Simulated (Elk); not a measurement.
# How TiTe2 absorbs and reflects light

Aim: the dielectric function of TiTe2, and the optical constants that follow from it.

Method: DFT, LDA, all-electron APW+lo, Dirac cores, scalar-relativistic bands, independent-particle optical response without local fields, in Elk 11.2.3 (patched build).

**1. Starting point**

The structure is trigonal, space group P-3m1 (No. 164). Conventional cell: a = 3.777 Å, b = 3.777 Å, c = 6.498 Å, α = 90.00°, β = 90.00°, γ = 120.00°. Nearest to Te lie 3 Ti at 2.77 Å. Nearest to Ti lie 6 Te at 2.77 Å. Farther neighbours and most contacts between anions are not listed.

**2. Ground state**

The self-consistent density comes first; it also tells whether there is a gap, which decides the occupations and the need for a Drude term.

This step: DFT, LDA, all-electron APW+lo, Dirac cores, scalar-relativistic bands, ground state (Elk 11.2.3 (patched build)).

elk.in reads:

```
tasks
  0
  120

xctype
  3

nempty
  9

lorbcnd
  .true.

rgkmax
  7.0

swidth
  0.0018375

maxscl
  100

epsengy
  1e-05

sppath
  './'

avec
  7.137495572718 0.000000000000 0.000000000000
  -3.568747786359 6.181252485373 0.000000000000
  0.000000000000 0.000000000000 12.279440357818

atoms
  2
  'Te.in'
  2
  0.333333333333 0.666666666667 0.737200000000   0.000 0.000 0.000
  0.666666666667 0.333333333333 0.262800000000   0.000 0.000 0.000
  'Ti.in'
  1
  0.000000000000 0.000000000000 0.000000000000   0.000 0.000 0.000

ngridk
  9 9 4
```

Run with:

```bash
OMP_NUM_THREADS=4 elk
```

Numbers of over 12 decimals in the logs are rounded to 6 here.

The log of the run:

```text
┌─────────────────────────┐
│ Elk code version 11.2.3 │
└─────────────────────────┘

All units are atomic (Hartree, Bohr, etc.)

┌─────────────────────────────────────────────────┐
│ Ground-state run starting from atomic densities │
└─────────────────────────────────────────────────┘

Lattice vectors :
   7.137495573       0.000000000       0.000000000
  -3.568747786       6.181252485       0.000000000
   0.000000000       0.000000000       12.27944036

Reciprocal lattice vectors :
  0.8803067187      0.5082453210      -0.000000000
   0.000000000       1.016490642       0.000000000
   0.000000000      -0.000000000      0.5116833605

Unit cell volume      :    541.7524817
Brillouin zone volume :   0.4578663168

Muffin-tin inner radius fraction :   0.1000000000E-01

Nuclei treated as point charges

Species : 1 (Te)
 parameters loaded from : Te.in
 name : tellurium
 nuclear charge    :   -52.00000000
 electronic charge :    52.00000000
 atomic mass :    232600.5708
 muffin-tin radius :    2.600000000
 number of radial points in muffin-tin :    597
 inner part over the whole radius :   0.9992174838E-02
 number on inner part of muffin-tin    :    426
 approximate nuclear radius :   0.8944870508E-04
 number of mesh points to nuclear radius :    215
 atomic positions (lattice), magnetic fields (Cartesian) :
  1 :   0.33333333 -0.33333333 -0.26280000    0.00000000  0.00000000  0.00000000
  2 :  -0.33333333  0.33333333  0.26280000    0.00000000  0.00000000  0.00000000

Species : 2 (Ti)
 parameters loaded from : Ti.in
 name : titanium
 nuclear charge    :   -22.00000000
 electronic charge :    22.00000000
 atomic mass :    87256.20317
 muffin-tin radius :    2.400000000
 number of radial points in muffin-tin :    497
 inner part over the whole radius :   0.9985722337E-02
 number on inner part of muffin-tin    :    350
 approximate nuclear radius :   0.6805665174E-04
 number of mesh points to nuclear radius :    163
 atomic positions (lattice), magnetic fields (Cartesian) :
  1 :   0.00000000  0.00000000  0.00000000    0.00000000  0.00000000  0.00000000

Total number of atoms per unit cell :    3
Total muffin-tin volume :    205.1501891
 ratio of muffin-tin to unit cell volume :   0.3786788173

Spin treatment :
 spin-unpolarised

Number of Bravais lattice symmetries :   24
Number of crystal symmetries         :   12
Crystal has inversion symmetry
Real symmetric eigensolver will be used

k-point grid :      9     9     4
k-point offset :    0.000000000       0.000000000       0.000000000
k-point set is reduced with full crystal symmetry group
Total number of k-points :       43

Muffin-tin radius times maximum |G+k| :    7.000000000
 using average radius
Maximum |G+k| for APW functions       :    2.763157895
Maximum (1/2)|G+k|²                   :    3.817520776
Maximum |G| for potential and density :    12.00000000
Constant for pseudocharge density :    8
 order of it for each species :   15  15
 order of it for pair densities of each species (exact exchange by exxq0 0: 15) :   10   8
Radial integration step length :    1

G-vector grid sizes :     28    28    48
Number of G-vectors :    15785

Maximum angular momentum used for
 APW functions            :    8
 outer part of muffin-tin :    6
 inner part of muffin-tin :    2

Total nuclear charge    :   -126.0000000
Total core charge       :    82.00000000
Total valence charge    :    44.00000000
Total excess charge     :    0.000000000
Total electronic charge :    126.0000000

Effective Wigner radius, rₛ :    1.008743118

Number of empty states         :     27
Total number of valence states :     50
Total number of core states    :     82

Conduction state local-orbitals added automatically
Third-order local-orbitals added for an l without core states : F
Total number of local-orbitals :    190

Exchange-correlation functional :      3     0     0
 Perdew-Wang/Ceperley-Alder, Phys. Rev. B 45, 13244 (1992)
 gradient requirement :    0
 local density approximation (LDA)

Smearing type :    3
 Fermi-Dirac
Smearing width :   0.1837500000E-02
Effective electronic temperature (K) :    580.2366081

Mixing type :    3
 Broyden mixing, J. Phys. A: Math. Gen. 17, L317 (1984)

Kohn-Sham potential initialised from atomic data

┌──────────────────────────────┐
│ Self-consistent loop started │
└──────────────────────────────┘

┌─────────────────┐
│ Loop number : 1 │
└─────────────────┘

Energies :
 Fermi                       :     0.99299879309902E-01
 sum of occupied eigenvalues :     -8759.0316067106
 electron kinetic            :      15216.591764267
 core electron kinetic       :      14812.148332187
 Coulomb                     :     -29270.767818224
 Coulomb potential           :     -23460.420532307
 nuclear-nuclear             :     -1417.5464801566
 electron-nuclear            :     -32272.936311583
 Hartree                     :      4419.7149735154
 Madelung                    :     -17540.557552070
 xc potential                :     -515.20283867058
 exchange                    :     -369.45713941722
 correlation                 :     -11.798852100524
 electron entropic           :    -0.40788967236859E-03
 total energy                :     -14435.432453364

Density of states at Fermi energy :    37.26650719
 (states/Hartree/unit cell)

Estimated indirect band gap :   0.5833101045E-03
 from k-point 35 to k-point 18
Estimated direct band gap   :   0.1082016629E-01
 at k-point 2

Charges :
 core                        :    82.00000000
 valence                     :    44.00000000
 interstitial                :    5.699338754
 muffin-tins (core leakage)
  species : 1 (Te)
   atom 1                    :    49.93501554     (  0.4179888910E-03)
   atom 2                    :    49.93501554     (  0.4179888910E-03)
  species : 2 (Ti)
   atom 1                    :    20.43063017     ( -0.3536563195E-05)
 total in muffin-tins        :    120.3006612
 total calculated charge     :    125.9981031
 total charge                :    126.0000000
 error                       :   0.1896862258E-02

┌─────────────────┐
│ Loop number : 2 │
└─────────────────┘

Energies :
 Fermi                       :     0.100819
 sum of occupied eigenvalues :     -8758.9393338933
 electron kinetic            :      15216.539221301
 core electron kinetic       :      14812.097564592
 Coulomb                     :     -29270.808537074
 Coulomb potential           :     -23460.430625855
 nuclear-nuclear             :     -1417.5464801566
 electron-nuclear            :     -32273.001536926
 Hartree                     :      4419.7394800087
 Madelung                    :     -17540.593224146
 xc potential                :     -515.04792933951
 exchange                    :     -369.45462059118
 correlation                 :     -11.798687503961
 electron entropic           :    -0.40776731953169E-03
 total energy                :     -14435.523031635

Density of states at Fermi energy :    37.30819614
 (states/Hartree/unit cell)

Estimated indirect band gap :   0.4907189653E-03
 from k-point 35 to k-point 18
Estimated direct band gap   :   0.1088686706E-01
 at k-point 2

Charges :
 core                        :    82.00000000
 valence                     :    44.00000000
 interstitial                :    5.701992228
 muffin-tins (core leakage)
  species : 1 (Te)
   atom 1                    :    49.94257283     (  0.4177644109E-03)
   atom 2                    :    49.94257283     (  0.4177644109E-03)
  species : 2 (Ti)
   atom 1                    :    20.41286211     ( -0.3536563698E-05)
 total in muffin-tins        :    120.2980078
 total calculated charge     :    125.9981047
 total charge                :    126.0000000
 error                       :   0.1895256073E-02

RMS change in Kohn-Sham potential (target) :   0.7807043642E-01 (  0.1000000000E-05)
Absolute change in total energy (target)   :   0.9057827070E-01 (  0.1000000000E-04)

[... 14 loops left out ...]

┌──────────────────┐
│ Loop number : 17 │
└──────────────────┘

Energies :
 Fermi                       :     0.218253
 sum of occupied eigenvalues :     -8746.5632094507
 electron kinetic            :      15219.625869259
 core electron kinetic       :      14812.915871795
 Coulomb                     :     -29272.952266952
 Coulomb potential           :     -23460.560428326
 nuclear-nuclear             :     -1417.5464801566
 electron-nuclear            :     -32277.159004404
 Hartree                     :      4421.7532176084
 Madelung                    :     -17542.672052789
 xc potential                :     -505.62865038325
 exchange                    :     -369.53718468022
 correlation                 :     -11.800002539835
 electron entropic           :    -0.45079826140178E-03
 total energy                :     -14434.664035711

Density of states at Fermi energy :    42.68089758
 (states/Hartree/unit cell)

Estimated indirect band gap :   0.3542143520E-03
 from k-point 18 to k-point 5
Estimated direct band gap   :   0.1687819624E-01
 at k-point 2

Charges :
 core                        :    82.00000000
 valence                     :    44.00000000
 interstitial                :    5.684478324
 muffin-tins (core leakage)
  species : 1 (Te)
   atom 1                    :    50.01625373     (  0.4046640449E-03)
   atom 2                    :    50.01625373     (  0.4046640449E-03)
  species : 2 (Ti)
   atom 1                    :    20.28301422     ( -0.3536580941E-05)
 total in muffin-tins        :    120.3155217
 total calculated charge     :    125.9981948
 total charge                :    126.0000000
 error                       :   0.1805226169E-02

RMS change in Kohn-Sham potential (target) :   0.2776586054E-07 (  0.1000000000E-05)
Absolute change in total energy (target)   :   0.1582084224E-06 (  0.1000000000E-04)

Convergence targets achieved

┌──────────────────┐
│ Loop number : 18 │
└──────────────────┘

Energies :
 Fermi                       :     0.218253
 sum of occupied eigenvalues :     -8746.5632119969
 electron kinetic            :      15219.625866318
 core electron kinetic       :      14812.915869695
 Coulomb                     :     -29272.952266393
 Coulomb potential           :     -23460.560428008
 nuclear-nuclear             :     -1417.5464801566
 electron-nuclear            :     -32277.159003794
 Hartree                     :      4421.7532175578
 Madelung                    :     -17542.672052389
 xc potential                :     -505.62865030713
 exchange                    :     -369.53718468851
 correlation                 :     -11.800002540537
 electron entropic           :    -0.45079825812767E-03
 total energy                :     -14434.664038103

Density of states at Fermi energy :    42.68089742
 (states/Hartree/unit cell)

Estimated indirect band gap :   0.3542144802E-03
 from k-point 18 to k-point 5
Estimated direct band gap   :   0.1687819507E-01
 at k-point 2

Charges :
 core                        :    82.00000000
 valence                     :    44.00000000
 interstitial                :    5.684478324
 muffin-tins (core leakage)
  species : 1 (Te)
   atom 1                    :    50.01625370     (  0.4046640499E-03)
   atom 2                    :    50.01625370     (  0.4046640499E-03)
  species : 2 (Ti)
   atom 1                    :    20.28301427     ( -0.3536580412E-05)
 total in muffin-tins        :    120.3155217
 total calculated charge     :    125.9981948
 total charge                :    126.0000000
 error                       :   0.1805226160E-02

┌──────────────────────────────┐
│ Self-consistent loop stopped │
└──────────────────────────────┘

Warning : core states of species 1 leak from the muffin-tin :   0.4046640499E-03

Wrote STATE.OUT
```

The job ended after 14 s (4 threads of Arm Neoverse V1, shared host; peak memory 0.11 GiB; 50 s of CPU time).

Read-outs, printed or worked out from the files:

```
total energy           : -14435 Ha
Fermi energy           : 5.939 eV
DOS at the Fermi level : 1.568 states/eV/cell
```

There are states at the Fermi level within the smearing, so the occupations stay smeared and the carriers get a Drude term.

**3. Independent particles**

With the density converged, the vertical transitions are summed over the zone.

This step: DFT, LDA, all-electron APW+lo, Dirac cores, scalar-relativistic bands, independent-particle optical response without local fields (Elk 11.2.3 (patched build)).

elk.in: that of step 2 with these lines changed.

```diff
@@ -1,4 +1,10 @@
 tasks
-  0
-  120
+  121
+
+optcomp
+  1 1
+  3 3
+
+intraband
+  .true.
 
@@ -17,9 +23,7 @@
 swidth
-  0.0018375
+  0.0055124
 
-maxscl
-  100
-
-epsengy
-  1e-05
+wplot
+  400 100 0
+  0.0 0.58799
```

Run with:

```bash
OMP_NUM_THREADS=4 elk
```

The log of the run:

```text
┌─────────────────────────────────┐
│ Elk code version 11.2.3 started │
└─────────────────────────────────┘

┌────────────────────┐
│ Current task : 121 │
└────────────────────┘

Info(dielectric):
 dielectric tensor written to EPSILON_ij.OUT
 optical conductivity written to SIGMA_ij.OUT
 plasma frequency written to PLASMA_ij.OUT
 for components
  i = 1, j = 1
  i = 3, j = 3

┌──────────────────┐
│ Elk code stopped │
└──────────────────┘
```

Elapsed: 1.6 s, on 4 threads; peak memory 0.04 GiB.

Numbers from this step:

```
Drude plasma energy, first axis : 2.783 eV
```

The Im ε has structure finer than the step of the table below, so its rows give means over 0.5 eV, whole bins alone (the curve runs from 0.32 to 16.0 eV). Peaks (eV: height): E ∥ x 0.64: 58.0; E ∥ z 1.36: 12.3, 3.16: 15.2, 6.20: 7.88, 7.24: 7.31.

Sum at mesh points, not converged in k. Table of Im ε by photon energy; means over each step:

```
photon energy (eV)  E ∥ x  E ∥ z
               1.0   37.5   8.37
               1.5   13.2   10.3
               2.0   12.6   11.2
               2.5   11.0   12.6
               3.0   9.81   14.5
               3.5   10.3   13.1
               4.0   9.45   10.9
               4.5   7.62   8.63
               5.0   5.81   7.32
               5.5   4.64   6.81
               6.0   3.67   6.38
               6.5   4.78   6.10
               7.0   6.24   6.93
               7.5   5.44   6.38
               8.0   5.78   4.27
               8.5   5.16   3.84
               9.0   3.52   3.67
               9.5   2.93   3.42
              10.0   2.37   2.59
              10.5   1.94   2.09
              11.0   1.77   1.80
              11.5   1.70   1.69
              12.0   1.63   1.35
              12.5   1.29  0.942
              13.0   1.07  0.886
              13.5  0.880  0.908
              14.0  0.713  0.674
              14.5  0.570  0.506
              15.0  0.451  0.445
              15.5  0.432  0.411
```

Values under 1 per cm are given as 1; sum at mesh points, not converged in k. The absorption coefficient by photon energy:

```
photon energy (eV)  E ∥ x (1/cm)  E ∥ z (1/cm)
              1.00         4.8e5         1.1e5
              2.00         4.9e5         3.1e5
              3.00         5.6e5         6.4e5
              4.00         9.2e5         9.6e5
              5.00         8.8e5         9.1e5
              6.00         7.3e5         9.2e5
              7.00         1.2e6         1.3e6
              8.00         1.4e6         1.5e6
              9.00         1.6e6         1.6e6
             10.00         1.5e6         1.7e6
             11.00         1.5e6         1.6e6
             12.00         1.6e6         1.6e6
             13.00         1.5e6         1.3e6
             14.00         1.4e6         1.4e6
             15.00         1.2e6         1.2e6
```

The reflectivity at normal incidence has structure finer than the step of the table below, so its rows give means over 0.5 eV, whole bins alone (the curve runs from 0.32 to 16.0 eV). Peaks (eV: height): E ∥ x 1.16: 68.9, 4.04: 43.3, 5.32: 40.1, 9.68: 48.3, 14.84: 51.1; E ∥ z 1.32: 41.6, 3.24: 45.1, 7.60: 48.2, 9.16: 42.8, 9.80: 48.6, 12.36: 54.0, 14.24: 53.7.

Sum at mesh points, not converged in k. Reflectivity at normal incidence against photon energy; means over each step:

```
photon energy (eV)  E ∥ x (%)  E ∥ z (%)
               1.0       66.4       39.2
               1.5       51.9       38.7
               2.0       43.1       39.8
               2.5       40.7       40.6
               3.0       38.2       43.3
               3.5       39.9       43.5
               4.0       42.3       43.3
               4.5       42.0       39.9
               5.0       37.1       36.1
               5.5       35.8       36.7
               6.0       23.5       32.6
               6.5       24.5       34.4
               7.0       32.1       36.4
               7.5       34.4       45.3
               8.0       34.9       44.3
               8.5       45.7       39.8
               9.0       45.5       40.8
               9.5       45.8       41.5
              10.0       43.8       47.7
              10.5       44.9       46.2
              11.0       40.6       45.3
              11.5       37.6       45.0
              12.0       40.8       49.1
              12.5       44.8       52.8
              13.0       45.1       45.0
              13.5       46.9       43.8
              14.0       48.1       51.3
              14.5       49.0       50.4
              15.0       48.2       48.4
              15.5       43.2       43.0
```

Sum at mesh points, not converged in k. Loss function −Im 1/ε at q → 0 against energy loss; read off at these points:

```
energy loss (eV)   E ∥ x   E ∥ z
             0.5  0.0165  0.0669
             1.0  0.0238  0.0286
             1.5  0.0793  0.0464
             2.0  0.0721  0.0390
             2.5  0.0887  0.0468
             3.0   0.103  0.0554
             3.5  0.0961  0.0782
             4.0   0.102  0.0889
             4.5   0.125   0.117
             5.0   0.183   0.148
             5.5   0.211   0.153
             6.0   0.283   0.160
             6.5   0.193   0.180
             7.0   0.154   0.140
             7.5   0.184   0.128
             8.0   0.170   0.184
             8.5   0.149   0.219
             9.0   0.202   0.219
             9.5   0.218   0.235
            10.0   0.280   0.233
            10.5   0.299   0.273
            11.0   0.368   0.315
            11.5   0.434   0.336
            12.0   0.386   0.346
            12.5   0.393   0.387
            13.0   0.474   0.589
            13.5   0.521   0.586
            14.0   0.614   0.537
            14.5   0.763   0.804
            15.0   0.992   0.964
            15.5    1.31    1.45
```

From ε follow the optical constants at some laser and lamp lines:

```
wavelength (nm)   n x    k x  R (%) x  1/α x   n z    k z  R (%) z   1/α z
           1550  4.87  4.591     64.9  27 nm  3.98  0.743     37.2  166 nm
            800  2.16  2.527     47.2  25 nm  3.56  1.284     36.5   50 nm
            633  2.87  2.363     44.2  21 nm  3.89  1.445     40.2   35 nm
            450  2.49  2.166     41.0  17 nm  3.53  1.963     42.1   18 nm
            405  2.54  1.861     36.5  17 nm  3.38  2.191     43.6   15 nm
            365  2.48  2.074     39.6  14 nm  2.83  2.370     44.2   12 nm
            308  2.10  2.278     43.2  11 nm  2.31  2.377     44.4   10 nm
```

In reflection the computed colour is light grey: x = 0.316, y = 0.329, luminous reflectivity 41 %.

**4. Outcome**

```
Drude plasma energy, first axis : 2.78 eV
```

What this shows: At this level (LDA, independent particles) TiTe2 is a metal with a Drude plasma energy of 2.8 eV along x and 1.5 eV along z. The mesh is too coarse to trust the carriers' weight, the reflectivity or the colour to better than tens of per cent. Along x the bare Drude plasma energy is 2.8 eV; Re ε first rises through zero at 0.34 eV, far lower, because interband transitions screen the carriers. Im ε is 47 there, so the loss peak at that energy is weak. In reflection the computed colour is light grey: x = 0.316, y = 0.329, luminous reflectivity 41 %. The carriers' damping of 0.15 eV is typed, not computed; at 0.8 eV the carriers give 5 % of Im ε along the first axis; the rest comes from the sum over bands, which at low energy also holds close bands and the noise of the mesh. Spin-orbit coupling is left out although heavy atoms are present. The sum runs over mesh points 0.24 Å⁻¹ apart with no interpolation, so peaks are partly noise of the mesh, and the Drude plasma energy, a sum over the Fermi surface, isn't converged. Besides steps told in other documents, this task had 1 step that the program refused or didn't finish and 1 step that ran out of time; those not told in a step above aren't shown.

[Machine, clock and banner lines and Python warnings are left out of the logs.]

[Logs are printed without paths, hosts, clocks, repeated set-up lines and the standing remarks that a program may print on its own settings, such as how far it seeks lower states.]

[Hosts, paths, dates, database ids (printed as entryN), source tags and the programs' standing remarks are cut or masked in the printed files.]
